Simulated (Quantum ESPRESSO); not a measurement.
## CuF2: which magnetic order is lowest

Wanted: the moments of CuF2 and the energy of each order that was tried.

Main program and level: Quantum ESPRESSO 7.5; LDA; plane waves with GBRV 1.5 LDA potentials, no spin-orbit coupling.

## 1. The starting structure

The structure is monoclinic, space group P2_1/c (No. 14). Conventional cell: a = 3.320 Å, b = 4.540 Å, c = 5.343 Å, α = 90.00°, β = 121.44°, γ = 90.00°. Nearest to Cu lie 6 F at 1.91 to 2.31 Å. Nearest to F lie 3 Cu at 1.91 to 2.31 Å. Farther neighbours and most contacts between anions are not listed.

Structure file:

```cif
data_structure
_symmetry_space_group_name_H-M 'P2_1/c'
_symmetry_Int_Tables_number 14
_cell_length_a 3.3200
_cell_length_b 4.5400
_cell_length_c 5.3433
_cell_angle_alpha 90.000
_cell_angle_beta 121.437
_cell_angle_gamma 90.000
_cell_volume 68.72
loop_
_atom_site_label
_atom_site_type_symbol
_atom_site_symmetry_multiplicity
_atom_site_Wyckoff_symbol
_atom_site_fract_x
_atom_site_fract_y
_atom_site_fract_z
_atom_site_occupancy
Cu1 Cu 2 a 0.00000 0.00000 0.00000 1
F1 F 4 e 0.25600 0.30000 0.30000 1
```

The cell comes from the Crystallography Open Database.

## 2. Start 1: ferro ++

The signs are those of the starting moments on the seeded atoms, the atoms that are given a moment.

The input, pw.in:

```
&CONTROL
  calculation = 'scf'
  prefix = 'pwscf'
  outdir = './tmp'
  pseudo_dir = './pseudo'
  disk_io = 'nowf'
/
&SYSTEM
  ibrav = 0
  celldm(1) = 8
  nat = 6
  ntyp = 2
  ecutwfc = 40
  ecutrho = 280
  nbnd = 45
  occupations = 'smearing'
  smearing = 'fd'
  degauss = 0.00367493
  nspin = 2
  starting_magnetization(1) = 0.0526
  starting_magnetization(2) = 0
/
&ELECTRONS
  conv_thr = 1.2d-08
  electron_maxstep = 150
  mixing_beta = 0.3
/
ATOMIC_SPECIES
Cu     63.5460 cu_lda_v1.2.uspp.F.UPF
F      18.9984 f_lda_v1.4.uspp.F.UPF
CELL_PARAMETERS alat
   0.7842363417197    0.0000000000000    0.0000000000000
   0.0000000000000    1.0724195757251    0.0000000000000
  -0.6583022279400    0.0000000000000    1.0768918614287
ATOMIC_POSITIONS crystal
Cu      0.0000000000    0.0000000000    0.0000000000
Cu      0.0000000000    0.5000000000    0.5000000000
F       0.2560000000    0.3000000000    0.3000000000
F       0.7440000000    0.8000000000    0.2000000000
F       0.7440000000    0.7000000000    0.7000000000
F       0.2560000000    0.2000000000    0.8000000000
K_POINTS automatic
8 4 4 0 0 0
```

Started as:

```bash
$ OMP_NUM_THREADS=1 mpirun -n 4 pw.x -nk 4 -in pw.in > pw.out
```

The program printed:

```text
Program PWSCF v.7.5 starts

     Message from routine setup:
     using ibrav=0 with symmetry is DISCOURAGED, use correct ibrav instead

     K-points division:     npool     =       4
     Subspace diagonalization in iterative solution of the eigenvalue problem:

     G-vector sticks info
     --------------------
     sticks:   dense  smooth     PW     G-vecs:    dense   smooth      PW
     Sum        1201     691    225                36723    15901    2969

     Using Slab Decomposition

     bravais-lattice index     =            0
     lattice parameter (alat)  =       8.0000  a.u.
     unit-cell volume          =     463.7178 (a.u.)^3
     number of atoms/cell      =            6
     number of atomic types    =            2
     number of electrons       =        66.00
     number of Kohn-Sham states=           45
     kinetic-energy cutoff     =      40.0000  Ry
     charge density cutoff     =     280.0000  Ry
     scf convergence threshold =      1.2E-08
     mixing beta               =       0.3000
     number of iterations used =            8  plain     mixing
     Exchange-correlation=  SLA  PZ   NOGX NOGC
                           (   1   1   0   0   0   0   0)

     celldm(1)=   8.000000  celldm(2)=   0.000000  celldm(3)=   0.000000
     celldm(4)=   0.000000  celldm(5)=   0.000000  celldm(6)=   0.000000

     crystal axes: (cart. coord. in units of alat)
               a(1) = (   0.784236   0.000000   0.000000 )
               a(2) = (   0.000000   1.072420   0.000000 )
               a(3) = (  -0.658302   0.000000   1.076892 )

     reciprocal axes: (cart. coord. in units 2 pi/alat)
               b(1) = (  1.275126 -0.000000  0.779482 )
               b(2) = (  0.000000  0.932471 -0.000000 )
               b(3) = (  0.000000  0.000000  0.928598 )

     PseudoPot. # 1 for Cu read from file:
     cu_lda_v1.2.uspp.F.UPF
     Pseudo is Ultrasoft + core correction, Zval = 19.0
     Generated by new atomic code, or converted to UPF format
     Using radial grid of  867 points,  6 beta functions with:
                l(1) =   0
                l(2) =   0
                l(3) =   1
                l(4) =   1
                l(5) =   2
                l(6) =   2
     Q(r) pseudized with  8 coefficients,  rinner =    1.150   1.150   1.150
                                                       1.150   1.150

     PseudoPot. # 2 for F  read from file:
     f_lda_v1.4.uspp.F.UPF
     Pseudo is Ultrasoft, Zval =  7.0
     Generated by new atomic code, or converted to UPF format
     Using radial grid of  799 points,  4 beta functions with:
                l(1) =   0
                l(2) =   0
                l(3) =   1
                l(4) =   1
     Q(r) pseudized with  8 coefficients,  rinner =    0.950   0.950   0.950

     atomic species   valence    mass     pseudopotential
     Cu               19.00    63.54600     Cu( 1.00)
     F                 7.00    18.99840     F ( 1.00)

     Starting magnetic structure
     atomic species   magnetization
     Cu              0.053
     F               0.000

      4 Sym. Ops., with inversion, found ( 2 have fractional translation)

   Cartesian axes

     site n.     atom                  positions (alat units)
         1        Cu     tau(   1) = (   0.0000000   0.0000000   0.0000000  )
         2        Cu     tau(   2) = (  -0.3291511   0.5362098   0.5384459  )
         3        F      tau(   3) = (   0.0032738   0.3217259   0.3230676  )
         4        F      tau(   4) = (   0.4518114   0.8579357   0.2153784  )
         5        F      tau(   5) = (   0.1226603   0.7506937   0.7538243  )
         6        F      tau(   6) = (  -0.3258773   0.2144839   0.8615135  )

     number of k points=    54  Fermi-Dirac smearing, width (Ry)=  0.0037
                       cart. coord. in units 2pi/alat
        k(    1) = (   0.0000000   0.0000000   0.0000000), wk =   0.0078125
        k(    2) = (   0.0000000   0.0000000   0.2321496), wk =   0.0156250
        k(    3) = (   0.0000000   0.0000000  -0.4642992), wk =   0.0078125
        k(    4) = (   0.0000000   0.2331177   0.0000000), wk =   0.0156250
        k(    5) = (   0.0000000   0.2331177   0.2321496), wk =   0.0312500
        [... 49 further k-points ...]

     Dense  grid:    36723 G-vectors     FFT dimensions: (  36,  48,  54)

     Smooth grid:    15901 G-vectors     FFT dimensions: (  25,  36,  48)

     Generating pointlists ...
     new r_m :   0.1858 (alat units)  1.4865 (a.u.) for type    1
     new r_m :   0.1858 (alat units)  1.4865 (a.u.) for type    2

     Initial potential from superposition of free atoms

     starting charge      64.0000, renormalised to      66.0000
     Starting wfcs are   42 randomized atomic wfcs +    3 random wfcs

     Self-consistent Calculation

     iteration #  1     ecut=    40.00 Ry     beta= 0.30
     Davidson diagonalization with overlap
     ethr =  1.00E-02,  avg # of iterations =  5.4

     total energy              =   -1001.13813025 Ry
     estimated scf accuracy    <       0.84703301 Ry

     total magnetization       =     1.57 Bohr mag/cell
     absolute magnetization    =     1.62 Bohr mag/cell

     iteration #  2     ecut=    40.00 Ry     beta= 0.30
     Davidson diagonalization with overlap
     ethr =  1.28E-03,  avg # of iterations =  2.0

     total energy              =   -1001.30836180 Ry
     estimated scf accuracy    <       0.12262472 Ry

     total magnetization       =     1.17 Bohr mag/cell
     absolute magnetization    =     1.21 Bohr mag/cell

     iteration #  3     ecut=    40.00 Ry     beta= 0.30
     Davidson diagonalization with overlap
     ethr =  1.86E-04,  avg # of iterations =  1.1

     total energy              =   -1001.31956698 Ry
     estimated scf accuracy    <       0.02272881 Ry

     total magnetization       =     1.35 Bohr mag/cell
     absolute magnetization    =     1.39 Bohr mag/cell

     [... further iterations left out ...]

     iteration # 13     ecut=    40.00 Ry     beta= 0.30
     Davidson diagonalization with overlap
     ethr =  1.75E-09,  avg # of iterations =  1.5

     total energy              =   -1001.32013025 Ry
     estimated scf accuracy    <       0.00000038 Ry

     total magnetization       =     1.04 Bohr mag/cell
     absolute magnetization    =     1.08 Bohr mag/cell

     iteration # 14     ecut=    40.00 Ry     beta= 0.30
     Davidson diagonalization with overlap
     ethr =  5.78E-10,  avg # of iterations =  3.7

     total energy              =   -1001.32014083 Ry
     estimated scf accuracy    <       0.00000016 Ry

     total magnetization       =     1.00 Bohr mag/cell
     absolute magnetization    =     1.04 Bohr mag/cell

     iteration # 15     ecut=    40.00 Ry     beta= 0.30
     Davidson diagonalization with overlap
     ethr =  2.47E-10,  avg # of iterations =  3.3

     total energy              =   -1001.32014269 Ry
     estimated scf accuracy    <       0.00000005 Ry

     total magnetization       =     1.02 Bohr mag/cell
     absolute magnetization    =     1.06 Bohr mag/cell

     iteration # 16     ecut=    40.00 Ry     beta= 0.30
     Davidson diagonalization with overlap
     ethr =  7.87E-11,  avg # of iterations =  3.6

     Magnetic moment per site  (integrated on atomic sphere of radius R)
     atom   1 (R=0.186)  charge= 16.2821  magn=  0.3684
     atom   2 (R=0.186)  charge= 16.2821  magn=  0.3684
     atom   3 (R=0.186)  charge=  6.2781  magn=  0.0662
     atom   4 (R=0.186)  charge=  6.2781  magn=  0.0662
     atom   5 (R=0.186)  charge=  6.2781  magn=  0.0662
     atom   6 (R=0.186)  charge=  6.2781  magn=  0.0662

     End of self-consistent calculation

     Number of k-points >= 100: set verbosity='high' to print the bands.

     the Fermi energy is     5.6378 ev

!    total energy              =   -1001.32014384 Ry
     estimated scf accuracy    <          3.0E-09 Ry
     smearing contrib. (-TS)   =      -0.00238080 Ry
     internal energy E=F+TS    =   -1001.31776305 Ry

     The total energy is F=E-TS. E is the sum of the following terms:
     one-electron contribution =    -791.89440436 Ry
     hartree contribution      =     424.95284909 Ry
     xc contribution           =    -112.76782765 Ry
     ewald contribution        =    -521.60838012 Ry

     total magnetization       =     1.01 Bohr mag/cell
     absolute magnetization    =     1.05 Bohr mag/cell

     convergence has been achieved in  16 iterations

=------------------------------------------------------------------------------=
   JOB DONE.
=------------------------------------------------------------------------------=
```

It took 59 s on 4 MPI ranks of Arm Neoverse V2, shared host; peak memory 0.53 GiB; 3.9 min of CPU time.

Spin moment in the atom's sphere by atom:

| atom | spin moment in the atom's sphere (μB) |
| --- | --- |
| Cu1 | 0.368 |
| Cu2 | 0.368 |
| F3 | 0.066 |
| F4 | 0.066 |
| F5 | 0.066 |
| F6 | 0.066 |

This step gave:

| Property | Result |
| --- | --- |
| smearing term TS | 0.03239 eV |
| magnetization | 1.007 μB |
| absolute magnetization | 1.047 μB |
| final state | ferromagnetic |

[end of part 1 of 2]

[Logs and program files are shortened in this print: banners, set-up blocks, solver, clock and traceback lines can be left out without a mark of their own.]

[Logs are printed without paths, hosts, clocks, repeated set-up lines and the standing remarks that a program may print on its own settings, such as how far it seeks lower states.]

[Hosts, paths, dates, database ids (printed as entryN), source tags and the programs' standing remarks are cut or masked in the printed files.]

[Where a cell is said to come from a database of computed structures, the database is the Materials Project.]
